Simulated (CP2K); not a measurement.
Two runs for the P L₂,₃ edge of dihydrogen phosphate. Run A: CP2K XAS_TDP, all-electron GAPW, PBEh(45%), aug-cc-pVDZ, TDA, ZORA, spin–orbit coupling. Run B differs in one setting.

First lines with a strength over 0.0003. A:

| atom | energy (eV) | states | strength, one atom |
| --- | --- | --- | --- |
| P2 (bonded to 4 O) | 133.96 | 2 | 0.0021 |
|  | 134.76 | 2 | 0.0012 |
|  | 135.55 | 3 | 0.0006 |
|  | 135.58 | 2 | 0.0021 |
|  | 135.96 | 1 | 0.0013 |

B:

| atom | energy (eV) | states | strength, one atom |
| --- | --- | --- | --- |
| P2 (bonded to 4 O) | 123.86 | 4 | 0.0004 |
|  | 126.22 | 2 | 0.0013 |
|  | 127.01 | 4 | 0.0008 |
|  | 127.82 | 2 | 0.0004 |
|  | 127.88 | 2 | 0.0005 |

Which was it: the basis, GW2X switched on, the functional?

The functional (functional from PBEh(45%) to PBE; the lines alone don't name the new value). A functional moves all lines by electronvolts and changes their spacings and strengths. The lowest line over the strength cut lies at 123.86 eV, against 133.96 eV (PBEh(45%), aug-cc-pVDZ).

[Hosts, paths, dates, database ids (printed as entryN), source tags and the programs' standing remarks are cut or masked in the printed files.]
